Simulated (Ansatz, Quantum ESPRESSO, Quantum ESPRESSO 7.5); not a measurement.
**Ballistic transmission: vacuum gap of 4.5 Å between two Al(111) faces**

Aim: the zero-bias transmission with pwcond for this junction: vacuum gap of 4.5 Å between two Al(111) faces.

Program: Quantum ESPRESSO 7.5. Level of theory: plane-wave DFT, PBE, GBRV ultrasoft pseudopotentials (cross-check by Ansatz 0.2.0 with PAW datasets). Results are calculated unless marked as measured.

### Step 1. The starting structure

The cell holds 18 atoms: 18 Al. Its edges and angles: a = 2.857 Å, b = 2.857 Å, c = 44.152 Å, α = 90.0°, β = 90.0°, γ = 60.0°. It derives from Al. Regions: left lead, 9 atoms (9 Al); right lead, 9 atoms (9 Al). The structure is stacked along c, and the current runs across the ab planes.

### Step 2. Ground state

One periodic cell holds a stretch of lead, the junction and more lead; the atoms stay as built.

File scf.in:

```
&control
  prefix = 'scf'
  outdir = './out'
  pseudo_dir = './pseudo'
  calculation = 'scf'
  tprnfor = .true.
/
&system
  ibrav = 0
  nat = 18
  ntyp = 1
  ecutwfc = 40
  ecutrho = 200
  occupations = 'smearing'
  smearing = 'mv'
  degauss = 0.01
/
&electrons
  conv_thr = 1e-07
  mixing_beta = 0.25
  electron_maxstep = 120
  mixing_mode = 'local-TF'
/
ATOMIC_SPECIES
  Al  26.9815  al_pbe_v1.uspp.F.UPF
CELL_PARAMETERS angstrom
  2.85671139599365 0.00000000000000 0.00000000000000
  1.42835569799683 2.47398464021101 0.00000000000000
  0.00000000000000 0.00000000000000 44.15241648794350
ATOMIC_POSITIONS crystal
  Al  0.000000000000 0.000000000000 0.000000000000
  Al  0.333333333000 0.333333333000 0.052828254330
  Al  0.666666667000 0.666666667000 0.105656508661
  Al  0.000000000000 0.000000000000 0.158484762991
  Al  0.333333333000 0.333333333000 0.211313017322
  Al  0.666666667000 0.666666667000 0.264141271652
  Al  0.000000000000 0.000000000000 0.316969525982
  Al  0.333333333000 0.333333333000 0.369797780313
  Al  0.666666667000 0.666666667000 0.422626034643
  Al  0.000000000000 0.000000000000 0.524545711027
  Al  0.333333333000 0.333333333000 0.577373965357
  Al  0.666666667000 0.666666667000 0.630202219687
  Al  0.000000000000 0.000000000000 0.683030474018
  Al  0.333333333000 0.333333333000 0.735858728348
  Al  0.666666667000 0.666666667000 0.788686982678
  Al  0.000000000000 0.000000000000 0.841515237009
  Al  0.333333333000 0.333333333000 0.894343491339
  Al  0.666666667000 0.666666667000 0.947171745670
K_POINTS automatic
  10 10 1 0 0 0
```

On the command line:

```bash
$ OMP_NUM_THREADS=1 mpirun -n 2 pw.x -nk 2 -in scf.in > scf.out
```

The program printed:

```text
Program PWSCF v.7.5 starts
[citation notice left out]

     Parallel version (MPI & OpenMP), running on       2 processor cores
     Number of MPI processes:                 2
     Threads/MPI process:                     1

     MPI processes distributed on     1 nodes
[...]
Current dimensions of program PWSCF are:
     Max number of different atomic species (ntypx) = 10
     Max number of k-points (npk) =  40000
     Max angular momentum in pseudopotentials (lmaxx) =  4
     Message from routine setup:
     using ibrav=0 with symmetry is DISCOURAGED, use correct ibrav instead

     K-points division:     npool     =       2
     Subspace diagonalization in iterative solution of the eigenvalue problem:
     a serial algorithm will be used

     G-vector sticks info
     --------------------
     sticks:   dense  smooth     PW     G-vecs:    dense   smooth      PW
     Sum         397     313    109               100263    71843   13079

     Using Slab Decomposition

     bravais-lattice index     =            0
     lattice parameter (alat)  =       5.3984  a.u.
     unit-cell volume          =    2105.7870 (a.u.)^3
     number of atoms/cell      =           18
     number of atomic types    =            1
     number of electrons       =        54.00
     number of Kohn-Sham states=           32
     kinetic-energy cutoff     =      40.0000  Ry
     charge density cutoff     =     200.0000  Ry
     scf convergence threshold =      1.0E-07
     mixing beta               =       0.2500
     number of iterations used =            8  local-TF  mixing
     Exchange-correlation= SLA  PW   PBE  PBE
                           (   1   4   3   4   0   0   0)

     celldm(1)=   5.398402  celldm(2)=   0.000000  celldm(3)=   0.000000
     celldm(4)=   0.000000  celldm(5)=   0.000000  celldm(6)=   0.000000

     crystal axes: (cart. coord. in units of alat)
               a(1) = (   1.000000   0.000000   0.000000 )
               a(2) = (   0.500000   0.866025   0.000000 )
               a(3) = (   0.000000   0.000000  15.455680 )

     reciprocal axes: (cart. coord. in units 2 pi/alat)
               b(1) = (  1.000000 -0.577350  0.000000 )
               b(2) = (  0.000000  1.154701  0.000000 )
               b(3) = (  0.000000  0.000000  0.064701 )

     PseudoPot. # 1 for Al read from file:
     ./pseudo/al_pbe_v1.uspp.F.UPF
     Pseudo is Ultrasoft + core correction, Zval =  3.0
     Generated by new atomic code, or converted to UPF format
     Using radial grid of  893 points,  3 beta functions with:
                l(1) =   0
                l(2) =   1
                l(3) =   2
     Q(r) pseudized with  8 coefficients,  rinner =    0.900   0.900   0.900
                                                       0.900   0.900

     atomic species   valence    mass     pseudopotential
     Al                3.00    26.98150     Al( 1.00)

      6 Sym. Ops. (no inversion) found

   Cartesian axes

     site n.     atom                  positions (alat units)
         1        Al     tau(   1) = (   0.0000000   0.0000000   0.0000000  )
         2        Al     tau(   2) = (   0.5000000   0.2886751   0.8164966  )
         3        Al     tau(   3) = (   1.0000000   0.5773503   1.6329932  )
         4        Al     tau(   4) = (   0.0000000   0.0000000   2.4494897  )
         5        Al     tau(   5) = (   0.5000000   0.2886751   3.2659863  )
         6        Al     tau(   6) = (   1.0000000   0.5773503   4.0824829  )
         7        Al     tau(   7) = (   0.0000000   0.0000000   4.8989795  )
         8        Al     tau(   8) = (   0.5000000   0.2886751   5.7154761  )
         9        Al     tau(   9) = (   1.0000000   0.5773503   6.5319726  )
        10        Al     tau(  10) = (   0.0000000   0.0000000   8.1072105  )
        11        Al     tau(  11) = (   0.5000000   0.2886751   8.9237071  )
        12        Al     tau(  12) = (   1.0000000   0.5773503   9.7402037  )
        13        Al     tau(  13) = (   0.0000000   0.0000000  10.5567003  )
        14        Al     tau(  14) = (   0.5000000   0.2886751  11.3731969  )
        15        Al     tau(  15) = (   1.0000000   0.5773503  12.1896934  )
        16        Al     tau(  16) = (   0.0000000   0.0000000  13.0061900  )
        17        Al     tau(  17) = (   0.5000000   0.2886751  13.8226866  )
        18        Al     tau(  18) = (   1.0000000   0.5773503  14.6391832  )

     number of k points=    14  Marzari-Vanderbilt smearing, width (Ry)=  0.0100
                       cart. coord. in units 2pi/alat
        k(    1) = (   0.0000000   0.0000000   0.0000000), wk =   0.0200000
        k(    2) = (   0.0000000   0.1154701   0.0000000), wk =   0.1200000
        k(    3) = (   0.0000000   0.2309401   0.0000000), wk =   0.1200000
        k(    4) = (   0.0000000   0.3464102   0.0000000), wk =   0.1200000
        k(    5) = (   0.0000000   0.4618802   0.0000000), wk =   0.1200000
        k(    6) = (   0.0000000  -0.5773503   0.0000000), wk =   0.0600000
        k(    7) = (   0.1000000   0.1732051   0.0000000), wk =   0.1200000
        k(    8) = (   0.1000000   0.2886751   0.0000000), wk =   0.2400000
        k(    9) = (   0.1000000   0.4041452   0.0000000), wk =   0.2400000
        k(   10) = (   0.1000000  -0.6350853   0.0000000), wk =   0.2400000
[...]
k(   14) = (   0.3000000  -0.6350853   0.0000000), wk =   0.1200000

     Dense  grid:   100263 G-vectors     FFT dimensions: (  25,  25, 375)

     Smooth grid:    71843 G-vectors     FFT dimensions: (  24,  24, 360)

     Estimated max dynamical RAM per process >     201.73 MB

     Estimated total dynamical RAM >     378.97 MB

     Initial potential from superposition of free atoms

     starting charge      53.9556, renormalised to      54.0000
     Starting wfcs are   72 randomized atomic wfcs

     total cpu time spent up to now is        2.9 secs

     per-process dynamical memory:   122.8 Mb

     Self-consistent Calculation

     iteration #  1     ecut=    40.00 Ry     beta= 0.25
     Davidson diagonalization with overlap
     ethr =  1.00E-02,  avg # of iterations =  2.9

     total cpu time spent up to now is        7.6 secs

     total energy              =    -120.67779913 Ry
     estimated scf accuracy    <       1.47485366 Ry

     iteration #  2     ecut=    40.00 Ry     beta= 0.25
[...]
negative rho (up, down):  1.398E-03 0.000E+00

[...]
total energy              =    -120.60413061 Ry
     estimated scf accuracy    <       1.12947607 Ry

[...]
c_bands:  3 eigenvalues not converged
[...]
negative rho (up, down):  6.385E-06 0.000E+00

[...]
total energy              =    -120.65981145 Ry
     estimated scf accuracy    <       0.06028898 Ry

     iteration #  9     ecut=    40.00 Ry     beta= 0.25
[...]
negative rho (up, down):  6.356E-06 0.000E+00

[...]
total energy              =    -120.65981333 Ry
     estimated scf accuracy    <       0.05877513 Ry

     iteration # 10     ecut=    40.00 Ry     beta= 0.25
[...]
negative rho (up, down):  8.843E-06 0.000E+00

[...]
total energy              =    -120.65979537 Ry
     estimated scf accuracy    <       0.05860259 Ry

     iteration # 11     ecut=    40.00 Ry     beta= 0.25
[...]
total energy              =    -120.65910692 Ry
     estimated scf accuracy    <       0.05651950 Ry

     iteration # 12     ecut=    40.00 Ry     beta= 0.25
[...]
total energy              =    -120.65971879 Ry
     estimated scf accuracy    <       0.00252650 Ry

[... 30 further iterations ...]
     iteration # 43     ecut=    40.00 Ry     beta= 0.25
[...]
total energy              =    -120.65946996 Ry
     estimated scf accuracy    <       0.00000151 Ry

     iteration # 44     ecut=    40.00 Ry     beta= 0.25
[...]
total energy              =    -120.65946987 Ry
     estimated scf accuracy    <       0.00000235 Ry

     iteration # 45     ecut=    40.00 Ry     beta= 0.25
[...]
total energy              =    -120.65946992 Ry
     estimated scf accuracy    <       0.00000128 Ry

     iteration # 46     ecut=    40.00 Ry     beta= 0.25
[...]
total energy              =    -120.65946995 Ry
     estimated scf accuracy    <       0.00000240 Ry

     iteration # 47     ecut=    40.00 Ry     beta= 0.25
[...]
total energy              =    -120.65946995 Ry
     estimated scf accuracy    <       0.00000226 Ry

     iteration # 48     ecut=    40.00 Ry     beta= 0.25
[...]
total energy              =    -120.65946989 Ry
     estimated scf accuracy    <       0.00000237 Ry

     iteration # 49     ecut=    40.00 Ry     beta= 0.25
[...]
total energy              =    -120.65946991 Ry
     estimated scf accuracy    <       0.00000177 Ry

     iteration # 50     ecut=    40.00 Ry     beta= 0.25
[...]
total energy              =    -120.65946987 Ry
     estimated scf accuracy    <       0.00000097 Ry

     iteration # 51     ecut=    40.00 Ry     beta= 0.25
[...]
total energy              =    -120.65946989 Ry
     estimated scf accuracy    <       0.00000060 Ry

     iteration # 52     ecut=    40.00 Ry     beta= 0.25
[...]
End of self-consistent calculation

          k = 0.0000 0.0000 0.0000 (  9179 PWs)   bands (ev):

    -3.8139  -3.7516  -3.6500  -3.5060  -3.3316  -3.1048  -2.8468  -2.5460
    -2.2214  -1.8330  -1.4421  -0.9676  -0.5082   0.0566   0.5630   1.2180
     1.7734   2.5863   2.9817   3.9212   4.5033   5.4966   6.0358   7.1862
     7.6507   8.9904   9.3488  10.8993  11.1457  12.9022  13.0526  15.0625

          k = 0.0000 0.1155 0.0000 (  9141 PWs)   bands (ev):

    -3.5721  -3.5099  -3.4084  -3.2646  -3.0904  -2.8639  -2.6063  -2.3059
    -1.9817  -1.5939  -1.2035  -0.7298  -0.2710   0.2928   0.7986   1.4523
     2.0071   2.8204   3.2098   4.1493   4.7311   5.7208   6.2597   7.4043
     7.8688   9.1990   9.5577  11.0902  11.3379  13.0481  13.2116  14.8108

          k = 0.0000 0.2309 0.0000 (  9051 PWs)   bands (ev):

    -2.8486  -2.7866  -2.6856  -2.5424  -2.3690  -2.1434  -1.8868  -1.5878
    -1.2650  -0.8791  -0.4903  -0.0191   0.4378   0.9985   1.5021   2.1517
     2.7044   3.5166   3.8917   4.8275   5.4066   6.3812   6.9162   8.0292
     8.4889   9.7039  10.0915  10.8749  11.2741  11.3410  11.4125  11.5205

          k = 0.0000 0.3464 0.0000 (  9012 PWs)   bands (ev):

    -1.6498  -1.5883  -1.4880  -1.3459  -1.1738  -0.9499  -0.6952  -0.3987
    -0.0784   0.3041   0.6897   1.1564   1.6093   2.1635   2.6621   3.3018
     3.8475   4.6413   5.0116   5.8983   6.4440   7.1423   7.4708   7.6267
     7.7828   7.9785   8.2582   8.4253   8.5913   8.6598   8.9297   9.1951

          k = 0.0000 0.4619 0.0000 (  8938 PWs)   bands (ev):

     0.0131   0.0739   0.1730   0.3134   0.4834   0.7043   0.9558   1.2479
     1.5637   1.9395   2.3182   2.7736   3.2143   3.7436   4.2078   4.6662
     4.7019   4.7315   4.8611   4.8983   5.0425   5.1306   5.3627   5.6627
     6.0276   6.3748   6.5663   6.6814   6.8165   7.0495   7.4683   7.6828

          k = 0.0000-0.5774 0.0000 (  8920 PWs)   bands (ev):

     2.1206   2.1208   2.1791   2.1806   2.2751   2.2771   2.4101   2.4125
     2.5714   2.5733   2.7475   2.8404   3.0311   3.0829   3.3128   3.3471
     3.6091   3.6458   3.9552   3.9775   4.2685   4.2903   4.6263   4.9990
     5.3533   5.7234   5.9955   6.0712   6.4611   6.5213   7.0667   7.0904

[...]
the Fermi energy is     7.5259 ev

!    total energy              =    -120.65946987 Ry
     estimated scf accuracy    <       0.00000004 Ry
     smearing contrib. (-TS)   =      -0.00124336 Ry
     internal energy E=F+TS    =    -120.65822651 Ry

     The total energy is F=E-TS. E is the sum of the following terms:
     one-electron contribution =       4.13872313 Ry
     hartree contribution      =      23.80226761 Ry
     xc contribution           =     -77.12045959 Ry
     ewald contribution        =     -71.47875766 Ry

     convergence has been achieved in  52 iterations

     Forces acting on atoms (cartesian axes, Ry/au):

     atom    1 type  1   force =     0.00000000    0.00000000    0.00157641
     atom    2 type  1   force =     0.00000000    0.00000000    0.00153442
     atom    3 type  1   force =     0.00000000    0.00000000   -0.00024258
     atom    4 type  1   force =     0.00000000    0.00000000   -0.00176844
     atom    5 type  1   force =     0.00000000    0.00000000    0.00091399
     atom    6 type  1   force =     0.00000000    0.00000000    0.00062194
     atom    7 type  1   force =     0.00000000    0.00000000   -0.00075555
     atom    8 type  1   force =     0.00000000    0.00000000   -0.00021462
     atom    9 type  1   force =     0.00000000    0.00000000    0.00772449
     atom   10 type  1   force =     0.00000000    0.00000000   -0.00770307
     atom   11 type  1   force =     0.00000000    0.00000000    0.00023487
     atom   12 type  1   force =     0.00000000    0.00000000    0.00074784
     atom   13 type  1   force =     0.00000000    0.00000000   -0.00064435
     atom   14 type  1   force =     0.00000000    0.00000000   -0.00093311
     atom   15 type  1   force =     0.00000000    0.00000000    0.00178372
     atom   16 type  1   force =     0.00000000    0.00000000    0.00027495
     atom   17 type  1   force =     0.00000000    0.00000000   -0.00152955
     atom   18 type  1   force =     0.00000000    0.00000000   -0.00162138

     Total force =     0.011790     Total SCF correction =     0.000328

[...]
=------------------------------------------------------------------------------=
   JOB DONE.
=------------------------------------------------------------------------------=
```

Wall time 3 min (2 MPI ranks of Arm Neoverse V2, shared host); peak memory 0.36 GiB; 6 min of CPU time.

Numbers from this step:

| Item | Value |
| --- | --- |
| free energy | -1641.6557 eV |
| Fermi energy | 7.526 eV |

The program's own clock; routines nest. Time by routine:

```
     routine  wall time (s)  calls
       PWSCF          180.2      1
   electrons          176.4      1
     c_bands          137.4     52
     cegterg          120.5    364
       h_psi          94.71    945
        fftw          79.16  61264
    vloc_psi           70.1    945
    sum_band           27.1     52
      calbec           18.3   1337
h_psi:calbec          12.22    945
  add_vuspsi          12.18    945
       s_psi          12.17    945
     mix_rho            4.7     52
    v_of_rho            3.5     53
```

The run needed 52 iterations to bring the estimated error under 1e-07 Ry; the largest force on any atom, held or free, is 0.20 eV/Å.

(Continued in part 2 of 4.)

[Logs are printed without paths, hosts, clocks, repeated set-up lines and the standing remarks that a program may print on its own settings, such as how far it seeks lower states.]

[Hosts, paths, dates, database ids (printed as entryN), source tags and the programs' standing remarks are cut or masked in the printed files.]

[Maps of the electrostatic potential energy from Ansatz leave out the sawtooth potential of an applied field or a dipole correction, so their vacuum need not be flat; planar profiles and work functions include it.]
